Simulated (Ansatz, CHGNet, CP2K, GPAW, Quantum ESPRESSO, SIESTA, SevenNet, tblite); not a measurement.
# SIESTA runs on C(111) slab, H on the bottom face (80 atoms), part 2 of 2

Aim: run C(111) slab, H on the bottom face (80 atoms) in SIESTA and see how near its forces come to a plane-wave reference, and at what cost.

Program: SIESTA 5.4.2; the method stands at each step. Banners, paths, timers and routine set-up lines are dropped from the logs unmarked, and long logs keep their key lines alone; longer cuts are marked. The potentials were converted by us to PSML.

So far. Step 3 (PBE, SZP, shift 0.01 Ry, mesh 300 Ry): Against the first run (11 %), the force difference from the reference is 36 %, at 0.57 times the CPU time (on 1 against 2 cores), with 640 basis functions against 912: the smaller basis costs accuracy. Step 4 (PBE, DZ, shift 0.01 Ry, mesh 300 Ry): Against the first run (11 %), the force difference from the reference is 16 %, at 0.24 times the CPU time (on 1 against 2 cores), with 544 basis functions against 912: the smaller basis costs accuracy.

### Step 5. PBE, DZP, shift 0.01 Ry, mesh 150 Ry

Method: Kohn-Sham DFT, PBE, PseudoDojo 0.4.1 norm-conserving pseudopotentials (converted to PSML), numerical atomic orbitals (DZP), diagonalisation.

The input, input.fdf:

```
SystemLabel cell
NumberOfAtoms 80
NumberOfSpecies 2
%block ChemicalSpeciesLabel
  1 6 C
  2 1 H
%endblock ChemicalSpeciesLabel
LatticeConstant 1.0 Ang
%block LatticeVectors
  10.08900 0.00000 0.00000
  -5.04450 8.73733 0.00000
  0.00000 0.00000 15.66426
%endblock LatticeVectors
PAO.BasisSize DZP
PAO.EnergyShift 0.01 Ry
XC.Functional GGA
XC.Authors PBE
MeshCutoff 150 Ry
%block kgrid_Monkhorst_Pack
  1 0 0 0.0
  0 1 0 0.0
  0 0 1 0.0
%endblock kgrid_Monkhorst_Pack
SolutionMethod diagon
OccupationFunction FD
ElectronicTemperature 580 K
SCF.Mixer.Method Pulay
SCF.Mixer.Weight 0.05
SCF.Mixer.History 8
SCF.Mix Hamiltonian
MaxSCFIterations 300
SCF.DM.Tolerance 1e-04
SCF.H.Tolerance 1.0e-3 eV
WriteForces T
Write.HirshfeldPop T
Write.VoronoiPop T
Write.DM F
Write.H F
XML.Write F
AtomicCoordinatesFormat Fractional
%block AtomicCoordinatesAndAtomicSpecies
[... 80 atom lines left out: the same atoms as in the first run ...]
%endblock AtomicCoordinatesAndAtomicSpecies
```

Launch:

```
OMP_NUM_THREADS=1 siesta < input.fdf > output.txt
```

Log:

```text
Version         : 5.4.2
reinit: System Name:
reinit: System Label: cell
initatom: Reading input for the pseudopotentials and atomic orbitals ----------
Species number:   1 Atomic number:    6 Label: C
Species number:   2 Atomic number:    1 Label: H
Ground state valence configuration (from tables):   2s02  2p02  3d00  4f00
Ground state valence configuration (from tables):   1s01  2p00  3d00  4f00
---- Processing specs for species: C
GGA--PBE XC_GGA_X_PBE--XC_GGA_C_PBE pb
---- Processing specs for species: H
GGA--PBE XC_GGA_X_PBE--XC_GGA_C_PBE pb
[... lines left out ...]
        iscf     Eharris(eV)        E_KS(eV)     FreeEng(eV)     dDmax    Ef(eV) dHmax(eV)
[... lines left out ...]
SCF Convergence by DM+H criterion
[... lines left out ...]
SCF cycle converged after 36 iterations
[... lines left out ...]
   Max    7.675874
[... lines left out ...]
   Max    7.675874    constrained
Stress tensor Voigt[x,y,z,yz,xz,xy] (kbar):      -33.93      -31.10      -24.83        2.09        2.09        2.19
[... lines left out ...]
siesta: FreeEng =    -10680.614781
[... lines left out ...]
siesta:         Fermi =      -4.134117
siesta: Stress tensor (static) (eV/Ang**3):
siesta:    -0.021179    0.001369    0.001307
siesta:     0.001369   -0.019413    0.001305
siesta:     0.001307    0.001305   -0.015500
siesta: Cell volume =       1380.818967 Ang**3
siesta: Pressure (static):
siesta:                Solid            Molecule  Units
siesta:           0.00020364          0.00012861  Ry/Bohr**3
siesta:           0.01869752          0.01180822  eV/Ang**3
siesta:          29.95672266         18.91884697  kBar
    Orbital volume contribution        =          28.398252 eV
    (Free)E + p_basis*V_orbitals       =      -10652.216529 eV
    (Free)Eharris+ p_basis*V_orbitals  =      -10652.216526 eV
siesta: Electric dipole (a.u.)  =    0.000000    0.000000   -3.902512
siesta: Electric dipole (Debye) =    0.000000    0.000000   -9.919197
Hirshfeld Atomic Populations:
Atom #   charge [q] valence [e]  Species
     1     0.027359    3.972641  C
     2    -0.022932    4.022932  C
     3    -0.015233    4.015233  C
[...]
65     0.010717    0.989283  H
    66     0.015310    0.984690  H
    67     0.009637    0.990363  H
[...]
--------------------
 Total    -0.000045
Voronoi Atomic Populations:
Atom #   charge [q] valence [e]  Species
[...]
63    -0.061444    4.061444  C
    64    -0.018489    4.018489  C
[...]
79     0.009180    0.990820  H
    80     0.000740    0.999260  H
--------------------
 Total    -0.000030
```

Elapsed: 2.6 min, on 1 thread of Intel Xeon at 2.30GHz, shared host; peak memory 0.53 GiB.

Numbers from this run, and their distance from the reference:

```yaml
r_m_s_force_component: 2.094 eV/Å
r_m_s_difference_of_force_components: 229.1 meV/Å
longest_difference_of_force_vectors: 839.9 meV/Å
force_difference_over_r_m_s_force: 11.43 %
slope_of_forces_against_the_reference_s: 1.039
correlation_of_force_components: 0.9947
energy_less_the_same_level_run_s: 0.1489 meV/atom
r_m_s_force_difference_from_the_same_level_run: 2.999 meV/Å
```

This is a coarse setting, run to see what it loses.

Against the first run (11 %), the force difference from the reference is 11 %, at 0.28 times the CPU time (on 1 against 2 cores): the change moves forces by 3.0 meV/Å r.m.s., so most of the difference comes from elsewhere.

### Step 6. VdW-DF, PBE potentials, DZP, shift 0.01 Ry, mesh 300 Ry

Method: Kohn-Sham DFT, vdW-DF, PseudoDojo 0.4.1 norm-conserving pseudopotentials (converted to PSML), numerical atomic orbitals (DZP), diagonalisation.

input.fdf: that of step 5 with these lines changed.

```diff
@@ -15,5 +15,5 @@
 PAO.EnergyShift 0.01 Ry
-XC.Functional GGA
-XC.Authors PBE
-MeshCutoff 150 Ry
+XC.Functional VDW
+XC.Authors DRSLL
+MeshCutoff 300 Ry
 %block kgrid_Monkhorst_Pack
```

Launch:

```
OMP_NUM_THREADS=1 mpirun -np 2 siesta < input.fdf > output.txt
```

Log:

```text
Version         : 5.4.2
reinit: System Name:
reinit: System Label: cell
initatom: Reading input for the pseudopotentials and atomic orbitals ----------
Species number:   1 Atomic number:    6 Label: C
Species number:   2 Atomic number:    1 Label: H
Ground state valence configuration (from tables):   2s02  2p02  3d00  4f00
Ground state valence configuration (from tables):   1s01  2p00  3d00  4f00
---- Processing specs for species: C
GGA--PBE XC_GGA_X_PBE--XC_GGA_C_PBE pb
---- Processing specs for species: H
GGA--PBE XC_GGA_X_PBE--XC_GGA_C_PBE pb
[... lines left out ...]
        iscf     Eharris(eV)        E_KS(eV)     FreeEng(eV)     dDmax    Ef(eV) dHmax(eV)
[... lines left out ...]
SCF Convergence by DM+H criterion
[... lines left out ...]
SCF cycle converged after 37 iterations
[... lines left out ...]
   Max    7.665613
[... lines left out ...]
   Max    7.665613    constrained
Stress tensor Voigt[x,y,z,yz,xz,xy] (kbar):      -58.94      -56.08      -41.73        2.11        2.21        2.26
[... lines left out ...]
siesta: FreeEng =    -10766.005082
[... lines left out ...]
siesta:         Fermi =      -4.249767
siesta: Stress tensor (static) (eV/Ang**3):
siesta:    -0.036787    0.001408    0.001379
siesta:     0.001408   -0.035004    0.001319
siesta:     0.001379    0.001319   -0.026048
siesta: Cell volume =       1380.818967 Ang**3
siesta: Pressure (static):
siesta:                Solid            Molecule  Units
siesta:           0.00035520          0.00024096  Ry/Bohr**3
siesta:           0.03261300          0.02212391  eV/Ang**3
siesta:          52.25177960         35.44640576  kBar
    Orbital volume contribution        =          28.619487 eV
    (Free)E + p_basis*V_orbitals       =      -10737.385595 eV
    (Free)Eharris+ p_basis*V_orbitals  =      -10737.385597 eV
siesta: Electric dipole (a.u.)  =    0.000000    0.000000   -3.733590
siesta: Electric dipole (Debye) =    0.000000    0.000000   -9.489839
Hirshfeld Atomic Populations:
Atom #   charge [q] valence [e]  Species
     1     0.026533    3.973467  C
     2    -0.014784    4.014784  C
     3    -0.016701    4.016701  C
[...]
65     0.003347    0.996653  H
    66     0.006250    0.993750  H
    67     0.001518    0.998482  H
[...]
--------------------
 Total    -0.000022
Voronoi Atomic Populations:
Atom #   charge [q] valence [e]  Species
[...]
63    -0.064034    4.064034  C
    64    -0.011838    4.011838  C
[...]
79     0.008518    0.991482  H
    80    -0.002034    1.002034  H
--------------------
 Total    -0.000022
```

Elapsed: 10 min, on 2 MPI ranks; peak memory 1.7 GiB; 21 min of CPU time.

Against the reference:

| Quantity | Value |
| --- | --- |
| r.m.s. force component | 2.054 eV/Å |
| r.m.s. difference of force components | 265.8 meV/Å |
| longest difference of force vectors | 1057 meV/Å |
| force difference over r.m.s. force | 13.26 % |
| slope of forces against the reference's | 1.016 |
| correlation of force components | 0.9917 |

Against the first run (11 %), the force difference from the reference is 13 %, at 2.3 times the CPU time; the model has changed, so this is no error of the program alone.

### Step 7. All runs compared

Differences are against the plane-wave reference, forces as r.m.s. over components; share is that over the reference's r.m.s. force, slope the least-squares factor from reference forces to these. Total energies of different programs have different zeros and aren't compared.

| run | Δ force, r.m.s. (meV/Å) | share (%) | slope | cores | CPU time | memory (GiB) |
| --- | --- | --- | --- | --- | --- | --- |
| reference | - | - | - | 4 | 10 min | 2.7 |
| SIESTA PBE, DZP, shift 0.01 Ry, mesh 300 Ry | 228 | 11.4 | 1.039 | 2 | 9.2 min | 1.1 |
| SIESTA PBE, SZP, shift 0.01 Ry, mesh 300 Ry (coarse) | 726 | 36.2 | 1.050 | 1 | 5.2 min | 0.77 |
| SIESTA PBE, DZ, shift 0.01 Ry, mesh 300 Ry (coarse) | 316 | 15.7 | 1.064 | 1 | 2.2 min | 0.57 |
| SIESTA PBE, DZP, shift 0.01 Ry, mesh 150 Ry (coarse) | 229 | 11.4 | 1.039 | 1 | 2.6 min | 0.53 |
| SIESTA vdW-DF, PBE potentials, DZP, shift 0.01 Ry, mesh 300 Ry | 266 | 13.3 | 1.016 | 2 | 21 min | 1.7 |

Rows marked coarse were listed beforehand as settings not expected to be converged; some can still land near the reference.

CPU time is summed over cores on a shared host, where runs went side by side, so it is rough. Symmetry, cutoffs, thresholds, outputs and thread counts weren't matched or tuned between programs; memory under MPI is the largest rank's times the ranks.

Within one program, basis, potentials and functional, energies share a zero. Each run against its twin at the usual cutoff or grid and solver:

| run | twin | Δ energy (meV/atom) | Δ force, r.m.s. (meV/Å) | CPU time over the twin's |
| --- | --- | --- | --- | --- |
| SIESTA PBE, DZP, shift 0.01 Ry, mesh 150 Ry | DZP, shift 0.01 Ry, mesh 300 Ry | 0.149 | 3.00 | 0.28 (this twin ran on 2 cores) |

### Step 8. Summary of results

```
nearest in forces : a tie at 11 % of 2 runs: SIESTA PBE, DZP, shift 0.01 Ry, mesh 300 Ry; SIESTA PBE, DZP, shift 0.01 Ry, mesh 150 Ry (coarse)
```

What this shows: The PBE run in local orbitals, coarse settings apart, differs by 11 % (SIESTA PBE, DZP, shift 0.01 Ry, mesh 300 Ry); basis, grid and potentials can all enter. Rows with another functional or a dispersion term differ by 13 % (SIESTA vdW-DF, PBE potentials, DZP, shift 0.01 Ry, mesh 300 Ry), which mixes the change of model with differences of basis and potentials, some of them made for another functional. Runs with settings chosen to be coarse differ by 11 % (SIESTA PBE, DZP, shift 0.01 Ry, mesh 150 Ry) to 36 % (SIESTA PBE, SZP, shift 0.01 Ry, mesh 300 Ry), their programs' other errors included. Of the electronic-structure runs that take under half the reference's CPU time, SIESTA PBE, DZP, shift 0.01 Ry, mesh 150 Ry comes nearest, at 11 % in 2.6 min against 10 min. With short bonds to hydrogen, sets of potentials differ among themselves by several per cent in forces even at converged cutoffs, so the reference isn't exact here either. The runs have no spin polarisation, so any moments at edges, vacancies or dangling bonds can't form. The electronic-structure runs sample only Γ, in a cell whose shortest periodic width is 9 Å, which is coarse for a cell with partly filled levels.

[Also dropped from logs without a mark: logging warnings of Python, and SIESTA's first energy breakdown and zero terms.]

[Logs are printed without paths, hosts, clocks, repeated set-up lines and the standing remarks that a program may print on its own settings, such as how far it seeks lower states.]

[Hosts, paths, dates, database ids (printed as entryN), source tags and the programs' standing remarks are cut or masked in the printed files.]
